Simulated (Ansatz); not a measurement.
# Is LiTi in the B2 ordering a stable metal?

The plan: relax LiTi in the B2 ordering, check its phonons, and, if the lattice is stable, compute its Eliashberg function and ρ(T).

Main program and level: Ansatz 0.2.0; DFT LDA, scalar-relativistic, plane waves, PAW.

The structure was built from a prototype and need not be the compound's stable phase.

## 1. Starting point

It takes space group Pm-3m (No. 221, cubic). The conventional cell has a = 3.389 Å, b = 3.389 Å, c = 3.389 Å, α = 90.00°, β = 90.00°, γ = 90.00°. Li has 8 Ti at 2.93 Å nearest. Nearest to Ti lie 8 Li at 2.93 Å. Farther neighbours are not listed.

## 2. Rough relaxation

Large forces or a large pressure at the start call for a first relaxation with loose thresholds.

File input.yaml:

```yaml
crystal:
  lattice:
    - [3.38852, 0.0, 0.0]
    - [0.0, 3.38852, 0.0]
    - [0.0, 0.0, 3.38852]
  atoms:
    - { symbol: Li, position: [0.0, 0.0, 0.0] }
    - { symbol: Ti, position: [0.5, 0.5, 0.5] }
kpoints:
  mp_grid: { grid: [6, 6, 6] }
hamiltonian:
  xc: lda
scf:
  occupations: { method: gaussian, width: 0.1 }
output:
  forces: true
  stress: true
  eigenvalues: true
relax:
  adjacent_minimum: "off"
  f_tol: 0.05
  max_steps: 80
  cell: { stress_tol: 0.5 }
```

Started as:

```console
ansatz run input.yaml --threads 4 --pin off --max-ram 8192MiB --backend cpu --events-out ev --progress --plain --runs-dir out
```

Numbers of over 12 decimals in the logs are rounded to 6 here.

Output:

```text
The last accepted step is kept in <dir> (removed where the run ends without a failure and the disk answers)
Engine: ansatz 0.2.0, aarch64-unknown-linux-gnu
Pseudopotentials: kind: paw
Pseudopotential: Li, paw, valence charge 3, recommended cutoff 420 eV (normal), Li.paw.azcp
Pseudopotential: Ti, paw, valence charge 12, recommended cutoff 420 eV (normal), Ti.paw.azcp
Functional definition: SPW92
  exchange = slater_x
  correlation = pw_c
Crystal: 2 atoms, lattice volume = 38.907 Å³
Basis set: ecut = 420 eV, 751 PW (Γ)
Bands: 12, of which v1, the nominal top of the filled ones, is band 8 counted from 1 (7 counted from 0)
Symmetry: 48 space group operations
Space group: Pm-3m (ITA 221), of the structure as read, at distance tolerance 3.4e-5 Å
k-points: 20 of 216
Non-local potential: Li, projectors of the file, l = 0: 3, l = 1: 2, l = 2: 1
Non-local potential: Ti, projectors of the file, l = 0: 3, l = 1: 2, l = 2: 3, l = 3: 1
PAW form: soft (Blöchl's): semilocal exchange-correlation on the pseudo side does not see the compensation charge
PAW frozen core: Ti, regenerated for the run's functional, and the local potential with it (the file was generated under x = pbe(κ = 0.804, μ = 0.219515), c = pbe(β = 0.066725))
PAW one-centre angular grid: Li, 110 points (default); XC on 64 Gauss nodes
PAW one-centre angular grid: Ti, 590 points (default); XC on 64 Gauss nodes
Initial density: superposition of atomic densities (neutral atoms: chi_scale 0, normalization atom), corrected by the library's trained network
Initial wavefunctions: pseudopotential atomic-orbital guess
Functional: x = slater, c = lda
SCF iter   1: F=—  HF=-2650.479613 eV  |F-HF|=—  |Δ(HF+E_count)|=         —  Δρ=5.44e-3  dr2=1.50e-2  ethr=1.77e-3  ⟨swp⟩=4.1  Hψ=1138  notcnv=0
preconditioner: auto → none  [metal: Δε(μ)=0.058 eV  Ē_g=2.644 eV  σ=0.100 eV  W_gap=0.32  n_scr=6 (ndim 8)  ℏωp=13.3 eV  f_vac=0.000  D(μ)=5.47/eV (n_scr^D=80)  sad-step TF]
SCF iter   2: F=—  HF=-2650.474363 eV  |F-HF|=—  |Δ(HF+E_count)|=   5.25e-3  Δρ=3.61e-3  dr2=9.39e-3  ethr=9.99e-5  ⟨swp⟩=2.0  Hψ=420  notcnv=0
SCF iter   3: F=—  HF=-2650.471719 eV  |F-HF|=—  |Δ(HF+E_count)|=   2.64e-3  Δρ=6.23e-4  dr2=1.01e-4  ethr=6.26e-5  ⟨swp⟩=2.1  Hψ=351  notcnv=0
SCF iter   4: F=—  HF=-2650.471703 eV  |F-HF|=—  |Δ(HF+E_count)|=   1.53e-5  Δρ=1.30e-4  dr2=3.09e-6  ethr=6.72e-7  ⟨swp⟩=1.6  Hψ=257  notcnv=0
SCF iter   5: F=—  HF=-2650.471702 eV  |F-HF|=—  |Δ(HF+E_count)|=   1.35e-6  Δρ=1.18e-5  dr2=4.48e-8  ethr=2.06e-8  ⟨swp⟩=2.2  Hψ=310  notcnv=0
SCF iter   6: F=-2650.471702 eV  HF=-2650.471702 eV  |F-HF|=4.55e-13  |Δ(HF+E_count)|=   1.01e-8  Δρ=8.87e-7  dr2=2.06e-10  ethr=2.99e-10  ⟨swp⟩=1.8  Hψ=735  notcnv=0
SCF 1 converged in 6 iterations: F = -2650.471702 eV  dr2 = 2.06e-10
  greatest PAW one-centre occupation: 1.000 electrons in one spin orbital (limit 2), on the Li atom at site 0 (counted from 0), in its partial waves of l = 0
relax step   1: F+E_penalty+E_count = -2650.47170191 eV  Δ(F+E_penalty+E_count) = +0.000e0 eV  max|allowed force component| = 4.277e-30 eV/Å  Δτ_max = 0.0000 Å  P = -10.668 GPa  Ω = 38.907 Å³  (6 SCF iters, dr2 threshold 1.00e-7 eV, accepted)
Crystal: 2 atoms, lattice volume = 33.490 Å³
Basis set: ecut = 420 eV, 691 PW (Γ)
Initial density: handed on by an earlier stage of this run
Initial wavefunctions: those handed on with the density
iter 1 solved again at ethr=4.71e-4 eV; its pass at ethr=3.10e-3 eV (dr2=7.06e-2 eV) is discarded
SCF iter   1: F=—  HF=-2650.786936 eV  |F-HF|=—  |Δ(HF+E_count)|=         —  Δρ=1.21e-2  dr2=7.17e-2  ethr=4.71e-4  ⟨swp⟩=1.0  Hψ=1499  notcnv=0
preconditioner: auto → none  [metal: Δε(μ)=0.004 eV  Ē_g=3.127 eV  σ=0.100 eV  W_gap=0.02  n_scr=6 (ndim 8)  ℏωp=14.3 eV  f_vac=0.000  D(μ)=4.81/eV (n_scr^D=80)]
SCF iter   2: F=—  HF=-2650.774098 eV  |F-HF|=—  |Δ(HF+E_count)|=   1.28e-2  Δρ=4.03e-3  dr2=8.16e-3  ethr=4.71e-4  ⟨swp⟩=2.0  Hψ=345  notcnv=0
SCF iter   3: F=—  HF=-2650.772657 eV  |F-HF|=—  |Δ(HF+E_count)|=   1.44e-3  Δρ=5.33e-4  dr2=3.51e-5  ethr=5.44e-5  ⟨swp⟩=2.0  Hψ=277  notcnv=0
SCF iter   4: F=—  HF=-2650.772669 eV  |F-HF|=—  |Δ(HF+E_count)|=   1.23e-5  Δρ=5.03e-5  dr2=1.11e-6  ethr=2.34e-7  ⟨swp⟩=2.6  Hψ=377  notcnv=0
iter 5 did not close the SCF: its close was put off for the readings that it lacked (scf_convergence_deferred on its scf_iter line)
SCF iter   5: F=-2650.772669 eV  HF=-2650.772669 eV  |F-HF|=1.26e-10  |Δ(HF+E_count)|=   1.99e-7  Δρ=2.99e-6  dr2=1.02e-9  ethr=7.42e-9  ⟨swp⟩=2.1  Hψ=304  notcnv=0
SCF iter   6: F=-2650.772669 eV  HF=-2650.772669 eV  |F-HF|=2.00e-11  |Δ(HF+E_count)|=   1.69e-9  Δρ=5.69e-7  dr2=3.34e-11  ethr=6.77e-12  ⟨swp⟩=1.1  Hψ=700  notcnv=0
SCF 2 converged in 6 iterations: F = -2650.772669 eV  dr2 = 3.34e-11
relax step   2: F+E_penalty+E_count = -2650.77266914 eV  Δ(F+E_penalty+E_count) = -3.010e-1 eV  max|allowed force component| = 2.613e-30 eV/Å  Δτ_max = 0.0000 Å  P = -6.455 GPa  Ω = 33.490 Å³  energy of the carried Pulay correction = +5.133e-4 eV  (6 SCF iters, dr2 threshold 2.00e-7 eV, accepted)
Crystal: 2 atoms, lattice volume = 28.708 Å³
Basis set: ecut = 420 eV, 587 PW (Γ)
iter 1 solved again at ethr=2.98e-4 eV; its pass at ethr=3.10e-3 eV (dr2=4.47e-2 eV) is discarded
SCF iter   1: F=—  HF=-2650.863109 eV  |F-HF|=—  |Δ(HF+E_count)|=         —  Δρ=1.07e-2  dr2=4.55e-2  ethr=2.98e-4  ⟨swp⟩=1.0  Hψ=1495  notcnv=0
preconditioner: auto → none  [metal: Δε(μ)=0.007 eV  Ē_g=3.570 eV  σ=0.100 eV  W_gap=0.04  n_scr=6 (ndim 8)  ℏωp=15.5 eV  f_vac=0.000  D(μ)=4.63/eV (n_scr^D=80)]
SCF iter   2: F=—  HF=-2650.854516 eV  |F-HF|=—  |Δ(HF+E_count)|=   8.59e-3  Δρ=3.70e-3  dr2=5.39e-3  ethr=2.98e-4  ⟨swp⟩=2.0  Hψ=341  notcnv=0
SCF iter   3: F=—  HF=-2650.853553 eV  |F-HF|=—  |Δ(HF+E_count)|=   9.63e-4  Δρ=4.78e-4  dr2=2.57e-5  ethr=3.59e-5  ⟨swp⟩=2.1  Hψ=285  notcnv=0
SCF iter   4: F=—  HF=-2650.853562 eV  |F-HF|=—  |Δ(HF+E_count)|=   9.95e-6  Δρ=5.87e-5  dr2=1.25e-6  ethr=1.71e-7  ⟨swp⟩=3.0  Hψ=401  notcnv=0
iter 5 did not close the SCF: its close was put off for the readings that it lacked (scf_convergence_deferred on its scf_iter line)
SCF iter   5: F=-2650.853562 eV  HF=-2650.853562 eV  |F-HF|=1.31e-9  |Δ(HF+E_count)|=   2.51e-7  Δρ=3.82e-6  dr2=2.50e-9  ethr=8.32e-9  ⟨swp⟩=2.1  Hψ=292  notcnv=0
SCF iter   6: F=-2650.853562 eV  HF=-2650.853562 eV  |F-HF|=6.37e-12  |Δ(HF+E_count)|=  5.25e-10  Δρ=5.68e-7  dr2=3.86e-11  ethr=1.67e-11  ⟨swp⟩=1.4  Hψ=732  notcnv=0
SCF 3 converged in 6 iterations: F = -2650.853562 eV  dr2 = 3.86e-11
relax step   3: F+E_penalty+E_count = -2650.85356223 eV  Δ(F+E_penalty+E_count) = -8.089e-2 eV  max|allowed force component| = 1.055e-29 eV/Å  Δτ_max = 0.0000 Å  P = +2.178 GPa  Ω = 28.708 Å³  energy of the carried Pulay correction = +1.035e-3 eV  (6 SCF iters, dr2 threshold 2.00e-7 eV, accepted)
[...]
relax step   4: F+E_penalty+E_count = -2650.85940432 eV  Δ(F+E_penalty+E_count) = -5.842e-3 eV  max|allowed force component| = 1.686e-29 eV/Å  Δτ_max = 0.0000 Å  P = -0.138 GPa  Ω = 29.671 Å³  energy of the carried Pulay correction = +9.240e-4 eV  (6 SCF iters, dr2 threshold 2.00e-7 eV, accepted)
Initial wavefunctions: pseudopotential atomic-orbital guess (no wavefunctions were taken with the density)
iter 1 solved again at ethr=3.52e-9 eV; its pass at ethr=3.10e-3 eV (dr2=5.27e-7 eV) is discarded
SCF iter   1: F=—  HF=-2650.858987 eV  |F-HF|=—  |Δ(HF+E_count)|=         —  Δρ=7.96e-5  dr2=2.73e-7  ethr=3.52e-9  ⟨swp⟩=2.8  Hψ=1867  notcnv=0
preconditioner: auto → none  [metal: Δε(μ)=0.032 eV  Ē_g=3.399 eV  σ=0.100 eV  W_gap=0.18  n_scr=6 (ndim 8)  ℏωp=15.2 eV  f_vac=0.000  D(μ)=4.82/eV (n_scr^D=80)]
SCF iter   2: F=—  HF=-2650.858987 eV  |F-HF|=—  |Δ(HF+E_count)|=   1.68e-7  Δρ=4.16e-5  dr2=8.49e-8  ethr=1.82e-9  ⟨swp⟩=2.0  Hψ=260  notcnv=0
iter 3 did not close the SCF: its close was put off for the readings that it lacked (scf_convergence_deferred on its scf_iter line)
SCF iter   3: F=-2650.858987 eV  HF=-2650.858987 eV  |F-HF|=2.81e-10  |Δ(HF+E_count)|=   7.34e-8  Δρ=1.21e-6  dr2=3.26e-10  ethr=5.66e-10  ⟨swp⟩=2.0  Hψ=260  notcnv=0
iter 4 did not close the SCF: its close was put off for the readings that it lacked (scf_convergence_deferred on its scf_iter line)
SCF iter   4: F=-2650.858987 eV  HF=-2650.858987 eV  |F-HF|=9.09e-13  |Δ(HF+E_count)|=  9.00e-11  Δρ=1.70e-7  dr2=2.47e-12  ethr=2.17e-12  ⟨swp⟩=2.6  Hψ=379  notcnv=0
iter 5 did not close the SCF: its close was put off for the readings that it lacked (scf_convergence_deferred on its scf_iter line)
SCF iter   5: F=-2650.858987 eV  HF=-2650.858987 eV  |F-HF|=0.00e0  |Δ(HF+E_count)|=    0.00e0  Δρ=2.11e-8  dr2=5.07e-14  ethr=1.00e-12  ⟨swp⟩=1.0  Hψ=240  notcnv=0
iter 6 did not close the SCF: its close was put off for the readings that it lacked (scf_convergence_deferred on its scf_iter line)
SCF iter   6: F=-2650.858987 eV  HF=-2650.858987 eV  |F-HF|=0.00e0  |Δ(HF+E_count)|=  9.09e-13  Δρ=1.22e-9  dr2=1.88e-16  ethr=1.00e-12  ⟨swp⟩=1.0  Hψ=240  notcnv=0
SCF iter   7: F=-2650.858987 eV  HF=-2650.858987 eV  |F-HF|=0.00e0  |Δ(HF+E_count)|=  4.55e-13  Δρ=1.59e-10  dr2=4.35e-18  ethr=1.00e-12  ⟨swp⟩=1.0  Hψ=560  notcnv=0
SCF 5 converged in 7 iterations: F = -2650.858987 eV  dr2 = 4.35e-18
relax step   5: F+E_penalty+E_count = -2650.85898708 eV  Δ(F+E_penalty+E_count) = +4.172e-4 eV  max|allowed force component| = 1.265e-29 eV/Å  Δτ_max = 0.0000 Å  P = -0.149 GPa  Ω = 29.671 Å³  stress off target by 1.49e-1 GPa  SCF on the basis re-selected at this cell (its energy is not comparable with the rows above)  (7 SCF iters)
basis re-selected at this cell: Δ(F+E_penalty+E_count) = +4.172e-4 eV, ΔP = -0.011 GPa vs the last step (what re-selecting the basis moved, of the pressure what is left beyond the Pulay correction that the steps carried, after the strain that the cell walked since its last selection, with what the two solves' SCF thresholds leave and, on support functions, any second-order correction that the steps lacked; it is no m [...]
SCF converged after 7 iterations
Free energy (F): -2650.858987 eV
Harris-Foulkes:  -2650.858987 eV  (|F-HF|=0.00e0)
Internal energy: -2650.834870 eV  (E = F + TS)
E sigma→0 (E₀):  -2650.846928 eV
Entropy (-TS):   -0.024117 eV (-12.059 meV/atom)
Fermi energy:    8.395016 eV
--- Per-component energies (eV) ---
  E_band       = -275.257883
  E_kinetic    = 294.416982
  E_local      = -1083.505869  (includes V_loc(G=0)·N_el)
  E_nonlocal   = -19.522700
  E_hartree    = 425.474673
  E_xc         = -106.431657
  E_vxc        = -134.371702  (∫ρ·V_xc dr)
  E_paw        = -1017.736213  (= ΣΔE_a)
  E_vpaw       = -183.224023  (= ΣTr[D̂ρ^β])
  E_aug_tail   = 0.000083  (compensation charges beyond the density's cutoff)
  E_ewald      = -1143.856118
  E_core_change = 0.325950  (= ΣΔE_core)
  E_smearing   = -0.024117  (= −TS)
  E_closure    = -0.000000  (closes the sum)
  Σ components = -2650.858987   (vs F -2650.858987, Δ=0.00e0)
--- Forces (eV/Å), atoms counted from 1 ---
  atom   1  Li    -0.00000000     0.00000000    -0.00000000
  atom   2  Ti     0.00000000    -0.00000000    -0.00000000
  max |Σ_I F_I| component: 2.52e-29 eV/Å
--- Stress (GPa, compression-positive) ---
       -0.148979       0.000000       0.000000
        0.000000      -0.148979       0.000000
        0.000000       0.000000      -0.148979
  P = ⅓ Tr σ = -0.1490 GPa (-1.490 kbar)
--- Band table (eV; the first three rows and the last of 20) ---
  k-point 0: bands = [... 4 lower, -24.1955, 3.5320, 7.8235, 7.8235, 10.8225, 10.8225, 10.8225, 16.2318]
  k-point 1: bands = [... 4 lower, -24.1910, 3.9155, 7.9227, 7.9437, 10.4251, 10.4251, 10.8504, 14.7768]
  k-point 2: bands = [... 4 lower, -24.1818, 4.8269, 8.0287, 8.2006, 9.7938, 9.7938, 10.9069, 12.9100]
  k-point 19: bands = [... 4 lower, -24.3520, 7.1036, 7.1036, 7.1036, 11.6401, 11.6401, 14.3647, 14.3647]
--- Relaxed structure (4 steps of the walk, 4 accepted, 1 SCFs on fresh bases) ---
  F+E_penalty+E_count = -2650.85898708 eV   max|allowed force component| = 1.265e-29 eV/Å   (the final SCF, on the basis selected at the relaxed cell)
  cell:  # Å, volume = 29.6714 Å³
    - [3.095847, 0, 0]
    - [0, 3.095847, 0.0]
    - [0, 0.0, 3.095847]
  atoms:
    - { symbol: Li, position: [0, 0, 0] }
    - { symbol: Ti, position: [0.5, 0.500000, 0.500000] }
```

Elapsed: 1.2 s, on 4 threads of Arm Neoverse V2, shared host; peak memory 0.29 GiB.

Relaxation path:

```
step  energy less that of the first step (eV)  largest force component (eV/Å)  pressure (GPa)  volume (Å³)
   1                                   0.0000                          0.0000          -10.67        38.91
   2                                  -0.3010                          0.0000           -6.45        33.49
   3                                  -0.3819                          0.0000            2.18        28.71
   4                                  -0.3877                          0.0000           -0.14        29.67
  5*                                  -0.3873                          0.0000           -0.15        29.67
```

Relaxation steps marked * repeat the geometry before them on a plane-wave basis chosen anew for their cell, so energy and pressure can jump there.

Forces are held to the 48 operations that the run works with; a distortion that breaks them can't arise in this run.

```
conventional cell, symmetrised  before  after   change
                         a (Å)   3.389  3.096   -8.6 %
                         b (Å)   3.389  3.096   -8.6 %
                         c (Å)   3.389  3.096   -8.6 %
              volume (Å³/atom)   19.45  14.84  -23.7 %
```

The relaxed structure:

```xyz
2
Lattice="3.0958 0.0000 0.0000 0.0000 3.0958 0.0000 0.0000 0.0000 3.0958" Properties=species:S:1:pos:R:3 pbc="T T T"
Li    0.0000    0.0000    0.0000
Ti    1.5479    1.5479    1.5479
```

This step gave:

```yaml
pressure: -0.1490 GPa
volume_per_atom: 14.84 Å³
metallic_on_mesh: yes
gap_on_the_k_mesh: 0 eV
```

The largest force is now zero by symmetry and the largest stress component 0.15 GPa.

## 3. Relaxing cell and atoms

The structure is brought to rest under this functional.

File input.yaml:

```yaml
crystal:
  lattice:
    - [3.09584682, 0.0, 0.0]
    - [0.0, 3.09584682, 0.0]
    - [0.0, 0.0, 3.09584682]
  atoms:
    - { symbol: Li, position: [0.0, 0.0, 0.0] }
    - { symbol: Ti, position: [0.5, 0.5, 0.5] }
kpoints:
  mp_grid: { grid: [10, 10, 10] }
hamiltonian:
  xc: lda
scf:
  occupations: { method: gaussian, width: 0.1 }
output:
  forces: true
  stress: true
  eigenvalues: true
  write_density: true
  write_potential: true
  elf: true
  volumetric_format: npy
relax:
  adjacent_minimum: "off"
  f_tol: 0.005
  max_steps: 80
  cell: { stress_tol: 0.05 }
```

Output:

```text
[the first part of the log is left out]
  E_xc         = -106.505951
  E_vxc        = -134.469099  (∫ρ·V_xc dr)
  E_paw        = -1017.762435  (= ΣΔE_a)
  E_vpaw       = -183.273003  (= ΣTr[D̂ρ^β])
  E_aug_tail   = 0.000110  (compensation charges beyond the density's cutoff)
  E_ewald      = -1146.412823
  E_core_change = 0.325950  (= ΣΔE_core)
  E_smearing   = -0.013711  (= −TS)
  E_closure    = 0.000000  (closes the sum)
  Σ components = -2650.884501   (vs F -2650.884501, Δ=0.00e0)
[...]
--- Stress (GPa, compression-positive) ---
       -0.003889      -0.000000       0.000000
       -0.000000      -0.003889       0.000000
        0.000000       0.000000      -0.003889
  P = ⅓ Tr σ = -0.0039 GPa (-0.039 kbar)
--- Band table (eV; the first three rows and the last of 56) ---
[...]
--- Relaxed structure (3 steps of the walk, 3 accepted, 1 SCFs on fresh bases) ---
[...]
cell:  # Å, volume = 29.4733 Å³
    - [3.088943, 0, 0]
    - [0, 3.088943, 0.0]
    - [0, 0.0, 3.088943]
  atoms:
    - { symbol: Li, position: [0, 0, 0] }
    - { symbol: Ti, position: [0.5, 0.5, 0.5] }
```

Elapsed: 1.5 s, on 4 threads; peak memory 0.32 GiB; 4.9 s of CPU time.

Relaxation path:

| step | energy less that of the first step (eV) | largest force component (eV/Å) | pressure (GPa) | volume (Å³) |
| --- | --- | --- | --- | --- |
| 1 | 0.0000 | 0.0000 | -0.44 | 29.67 |
| 2 | -0.0003 | 0.0000 | 0.14 | 29.41 |
| 3 | -0.0003 | 0.0000 | 0.00 | 29.47 |
| 4 | -0.0003 | 0.0000 | 0.00 | 29.47 |

The log counts 1 steps on a newly chosen plane-wave basis, not all of them marked here; energy and pressure can jump at such steps.

```csv
"conventional cell, symmetrised",before,after,change
a (Å),3.096,3.089,-0.2 %
b (Å),3.096,3.089,-0.2 %
c (Å),3.096,3.089,-0.2 %
volume (Å³/atom),14.84,14.74,-0.7 %
```

The relaxed structure:

```xyz
2
Lattice="3.0889 0.0000 0.0000 0.0000 3.0889 0.0000 0.0000 0.0000 3.0889" Properties=species:S:1:pos:R:3 pbc="T T T"
Li    0.0000    0.0000    0.0000
Ti    1.5445    1.5445    1.5445
```

This step gave:

| Property | Result |
| --- | --- |
| pressure | -0.003889 GPa |
| volume per atom | 14.74 Å³ |

Electrostatic potential energy in the ac plane at fractional y = 0.500, with atoms of Ti within 0.2 Å of it. With pseudopotentials it is smooth inside the atoms' cores, unlike the true potential.

Ten even steps from '0' (-31 eV) to '9' (12 eV):
```
9999999999999999
9999998888899999
9999887666788999
9998864333468899
9998642111246899
9987420000024789
9986310000013689
9986310000013689
9986310000013689
9987420000024789
9998642111246899
9998864333468899
9999887666788999
9999998888899999
9999999999999999
9999999999999999
```
Columns run along a (3.1 Å; values clipped at the 3rd and 97th percentile), rows up along c (3.1 Å). Atoms in or near the plane, at fractional coordinates: Ti at (0.50, 0.50).

ELF in the ac plane at fractional y = 0.500, with atoms of Ti within 0.2 Å of it. It is the smooth field of the valence electrons, not physical close to the nuclei.

Ten even steps from '0' (0.00) to '9' (0.76):
```
9997654333456799
9976422212224679
8763211222112367
7642124666421246
6521257888752125
5421478767874124
4322687303786223
4312686000686213
4322687303786223
5421478767874124
6521257888752125
7642124666421246
8763211222112367
9976422212224679
9997654333456799
9998765444567899
```
Columns run along a (3.1 Å), rows up along c (3.1 Å). Atoms in or near the plane, at fractional coordinates: Ti at (0.50, 0.50).

Valence density in the ac plane at fractional y = 0.500, with atoms of Ti within 0.2 Å of it. It is the smooth field of the valence electrons, not physical close to the nuclei.

Ten even steps from '_' (0 e/Å³) to '@' (10 e/Å³):
```
________________________________
________________________________
________________________________
________________..______________
____________..------..__________
__________..==**##**==..________
__________--**%%@@%%**--________
________..--##@@@@@@##--..______
__________--**%%@@%%**--________
__________..==**##**==..________
____________..------..__________
________________..______________
________________________________
________________________________
________________________________
________________________________
```
Columns run along a (3.1 Å), rows up along c (3.1 Å). Atoms in or near the plane, at fractional coordinates: Ti at (0.50, 0.50).

The largest force is now zero by symmetry and the largest stress component 0.0039 GPa, small enough for phonons.

(Continued in part 2 of 2.)

[Logs are printed without paths, hosts, clocks, repeated set-up lines and the standing remarks that a program may print on its own settings, such as how far it seeks lower states.]

[Hosts, paths, dates, database ids (printed as entryN), source tags and the programs' standing remarks are cut or masked in the printed files.]
